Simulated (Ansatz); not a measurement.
## Lattice dynamics of Te2Pb (model cell, started as rutile)

Task: relax Te2Pb (model cell, started as rutile), then find its harmonic phonons.

Main program and level: Ansatz 0.2.0; DFT PBEsol, scalar-relativistic, plane waves, PAW.

This is a report of a sequence of runs, with most program output left out.

The structure was built from a prototype and need not be the compound's stable phase.

### Step 1. The structure

The structure is tetragonal, space group P4_2/mnm (No. 136). Conventional cell: a = 6.955 Å, b = 6.955 Å, c = 4.486 Å, α = 90.00°, β = 90.00°, γ = 90.00°. Pb has 6 Te at 2.95 to 3.00 Å nearest. Te has 3 Pb at 2.95 to 3.00 Å nearest. Farther neighbours and most contacts between anions are not listed.

### Step 2. Relaxation

Harmonic phonons are second derivatives at a point where the forces vanish, and they are wanted at zero stress, so atoms and cell are relaxed first.

File input.yaml:

```yaml
crystal:
  lattice:
    - [6.95505, 0.0, 0.0]
    - [0.0, 6.95505, 0.0]
    - [0.0, 0.0, 4.48601]
  atoms:
    - { symbol: Pb, position: [0.0, 0.0, 0.0] }
    - { symbol: Pb, position: [0.5, 0.5, 0.5] }
    - { symbol: Te, position: [0.305, 0.305, 0.0] }
    - { symbol: Te, position: [0.695, 0.695, 0.0] }
    - { symbol: Te, position: [0.805, 0.195, 0.5] }
    - { symbol: Te, position: [0.195, 0.805, 0.5] }
kpoints:
  mp_grid: { grid: [6, 6, 8] }
hamiltonian:
  xc: pbesol
scf:
  occupations: { method: gaussian, width: 0.1 }
output:
  forces: true
  stress: true
  eigenvalues: true
relax:
  adjacent_minimum: "off"
  f_tol: 0.005
  max_steps: 80
  cell: { stress_tol: 0.05 }
```

Launch:

```
> ansatz run input.yaml --threads 8 --pin off --max-ram 14336MiB --backend cpu --events-out ev --progress --plain --runs-dir out
```

Wall time 86 s (8 threads of Arm Neoverse V2, shared host); peak memory 1.2 GiB.

Step by step:

| step | energy less that of the first step (eV) | largest force component (eV/Å) | pressure (GPa) | volume (Å³) |
| --- | --- | --- | --- | --- |
| 1 | 0.0000 | 0.2556 | 2.37 | 217.00 |
| 2 | -0.0998 | 0.0719 | -0.64 | 233.35 |
| 3 | -0.1129 | 0.0119 | -0.09 | 229.65 |
| 4 | -0.1143 | 0.0025 | 0.03 | 228.91 |
| 5 | -0.1347 | 0.0003 | 0.44 | 226.42 |
| 6 | -0.2811 | 0.0918 | 0.42 | 224.81 |
| 7 | -0.4907 | 0.1299 | 0.17 | 223.43 |
| 8 | -0.6502 | 0.0102 | 0.41 | 220.74 |
| 9 | -0.6866 | 0.0815 | -0.39 | 223.81 |
| 10 | -0.6879 | 0.0659 | 0.15 | 221.41 |
| 11 | -0.6913 | 0.0029 | 0.07 | 221.87 |
| 12 | -0.6915 | 0.0009 | 0.01 | 222.10 |
| 13* | -0.7681 | 0.0002 | 0.61 | 222.10 |
| 14 | -0.8029 | 0.0210 | 0.27 | 224.55 |
| 15 | -0.8074 | 0.0092 | -0.05 | 226.56 |
| 16 | -0.8076 | 0.0003 | 0.00 | 226.28 |
| 17* | -0.8081 | 0.0003 | 0.00 | 226.28 |

Relaxation steps marked * repeat the geometry before them on a plane-wave basis chosen anew for their cell, so energy and pressure can jump there.

Forces are held to the 16 operations that the run works with; a distortion that breaks them can't arise in this run.

| cell as run | before | after | change |
| --- | --- | --- | --- |
| a (Å) | 6.955 | 6.284 | -9.6 % |
| b (Å) | 6.955 | 6.284 | -9.6 % |
| c (Å) | 4.486 | 5.730 | +27.7 % |
| volume (Å³/atom) | 36.17 | 37.71 | +4.3 % |

The atoms that moved most (Å, as changes of fractional coordinates times the final cell):

| atom | dx | dy | dz | length |
| --- | --- | --- | --- | --- |
| Te3 | 0.214 | 0.214 | 0.000 | 0.303 |
| Te6 | -0.214 | 0.214 | 0.000 | 0.303 |
| Te5 | 0.214 | -0.214 | 0.000 | 0.303 |
| Te4 | -0.214 | -0.214 | 0.000 | 0.303 |

This step gave:

- pressure: 0.001015 GPa
- volume per atom: 37.71 Å³
- gap on the k-mesh: 0 eV

In this step the volume went from 36.17 to 37.71 Å³/atom.

### Step 3. Tight relaxation

Phonons need a cell at rest on their own settings, so the relaxation is repeated with tight tolerances on forces and stress, using the mesh and the filling of the phonon run that follows.

File input.yaml:

```yaml
crystal:
  lattice:
    - [6.284254466, 0.0, 0.0]
    - [0.0, 6.284254466, 0.0]
    - [0.0, 0.0, 5.7297807667]
  atoms:
    - { symbol: Pb, position: [0.0, 0.0, 0.0] }
    - { symbol: Pb, position: [0.5, 0.5, 0.5] }
    - { symbol: Te, position: [0.3390624589, 0.3390624589, 0.0] }
    - { symbol: Te, position: [0.6609375411, 0.6609375411, 0.0] }
    - { symbol: Te, position: [0.8390624589, 0.1609375411, 0.5] }
    - { symbol: Te, position: [0.1609375411, 0.8390624589, 0.5] }
kpoints:
  mp_grid: { grid: [6, 6, 8] }
hamiltonian:
  xc: pbesol
scf:
  occupations: { method: methfessel_paxton, width: 0.2 }
output:
  forces: true
  stress: true
  eigenvalues: true
relax:
  adjacent_minimum: "off"
  f_tol: 0.001
  max_steps: 60
  cell: { stress_tol: 0.01 }
```

It took 17 s on 8 threads; peak memory 1.2 GiB.

Little changed from the start: no atom moved by 0.005 Å and no cell edge by 0.1 %.

Numbers from this step:

```yaml
pressure: 0.002435 GPa
```

The largest force component left is 0.34 meV/Å and the pressure is 0.002 GPa, within the tolerances set. The cell now holds 37.71 Å³/atom.

### Step 4. Linear response at the zone centre

The zone centre is the only wavevector solved here; it holds the modes that light can see, as far as symmetry allows. No field response is asked, since the mesh shows no gap.

File input.yaml:

```yaml
crystal:
  lattice:
    - [6.2837440113, 0.0, 0.0]
    - [0.0, 6.2837440113, 0.0]
    - [0.0, 0.0, 5.7309201388]
  atoms:
    - { symbol: Pb, position: [0.0, 0.0, 0.0] }
    - { symbol: Pb, position: [0.5, 0.5, 0.5] }
    - { symbol: Te, position: [0.3391187516, 0.3391187516, 0.0] }
    - { symbol: Te, position: [0.6608812484, 0.6608812484, 0.0] }
    - { symbol: Te, position: [0.8391187516, 0.1608812484, 0.5] }
    - { symbol: Te, position: [0.1608812484, 0.8391187516, 0.5] }
kpoints:
  mp_grid: { grid: [6, 6, 8] }
hamiltonian:
  xc: pbesol
scf:
  occupations: { method: methfessel_paxton, width: 0.2 }
output:
  eigenvalues: true
phonons:
  method: dfpt
```

Wall time 1.8 min (8 threads); peak memory 4.2 GiB; 13 min of CPU time.

Numbers from this step:

```
sum-rule residual before enforcement                    : 1.63e-4 eV/Å²
point group                                             : 4/mmm
highest optical mode at the zone centre (no LO-TO term) : 148.5 cm⁻¹
lowest optical zone-centre mode                         : -62.45 cm⁻¹
```

Patterns of degenerate modes are one choice out of their space. The modes at Γ (shares of kinetic energy by element, %) (negative means imaginary):

| mode | frequency (cm⁻¹) | symmetry | Pb % | Te % |
| --- | --- | --- | --- | --- |
| 1 | -62.5 | A2g | 0 | 100 |
| 2 | -57.0 | B1g | 0 | 100 |
| 3 | -31.5 | Eu | 29 | 71 |
| 4 | -31.5 | Eu | 29 | 71 |
| 5 | -26.3 | B1u | 78 | 22 |
| 6 | 0.0 | acoustic | 45 | 55 |
| 7 | 0.0 | acoustic | 45 | 55 |
| 8 | 0.0 | acoustic | 45 | 55 |
| 9 | 44.6 | Eu | 79 | 21 |
| 10 | 44.6 | Eu | 79 | 21 |
| 11 | 45.2 | A2u | 55 | 45 |
| 12 | 70.8 | Eg | 0 | 100 |
| 13 | 70.8 | Eg | 0 | 100 |
| 14 | 75.8 | B1u | 22 | 78 |
| 15 | 114.9 | Eu | 48 | 52 |
| 16 | 114.9 | Eu | 48 | 52 |
| 17 | 137.7 | B2g | 0 | 100 |
| 18 | 148.5 | A1g | 0 | 100 |

Displacements in mode 1 (-62.5 cm⁻¹), the largest set to 1:
```
Pb1  0.00  0.00  0.00
Pb2  0.00  0.00  0.00
Te3 -1.00  1.00  0.00
Te4  1.00 -1.00  0.00
Te5  1.00  1.00  0.00
Te6 -1.00 -1.00  0.00
```

Displacements in mode 5 (-26.3 cm⁻¹), the largest set to 1:
```
Pb1  0.00  0.00 -1.00
Pb2  0.00  0.00  1.00
Te3  0.00  0.00  0.48
Te4  0.00  0.00  0.48
Te5  0.00  0.00 -0.48
Te6  0.00  0.00 -0.48
```

Before it was imposed, the acoustic sum rule was missed by 1.6e-4 eV/Å². Small misses are needed for a sound result but don't prove that mesh and cutoff are converged. The lowest optical mode is imaginary, 62.5i cm⁻¹, so the energy falls along it.

### Step 5. Outcome

- space group after relaxation (within 0.01 Å): P4_2/mnm
- volume per atom: 37.7 Å³
- electronic character: no gap on this mesh
- highest optical mode at the zone centre (no LO-TO term): 149 cm⁻¹
- lowest optical zone-centre mode: -62.5 cm⁻¹
- imaginary modes at Γ (the only wavevector solved): yes

**Reading.** A zone-centre mode is imaginary (62.5i cm⁻¹), so this structure is not a minimum of the energy. The optical modes at Γ span -62 to 149 cm⁻¹ (negative means imaginary). The dispersion is not part of this account. The highest mode in this list at Γ, 148.5 cm⁻¹, is mostly motion of Te (100 % of the kinetic energy). With no gap, or one that is small against the smearing, the frequencies hang on the k mesh and the smearing, most of all near Kohn anomalies. Spin-orbit coupling is left out, which can matter for the heavy elements here. The starting cell was built on a prototype and not taken from a measurement, so the phase need not exist. These are harmonic frequencies at zero temperature: anharmonic shifts, linewidths and thermal expansion are left out.

[Logs are printed without paths, hosts, clocks, repeated set-up lines and the standing remarks that a program may print on its own settings, such as how far it seeks lower states.]

[Hosts, paths, dates, database ids (printed as entryN), source tags and the programs' standing remarks are cut or masked in the printed files.]
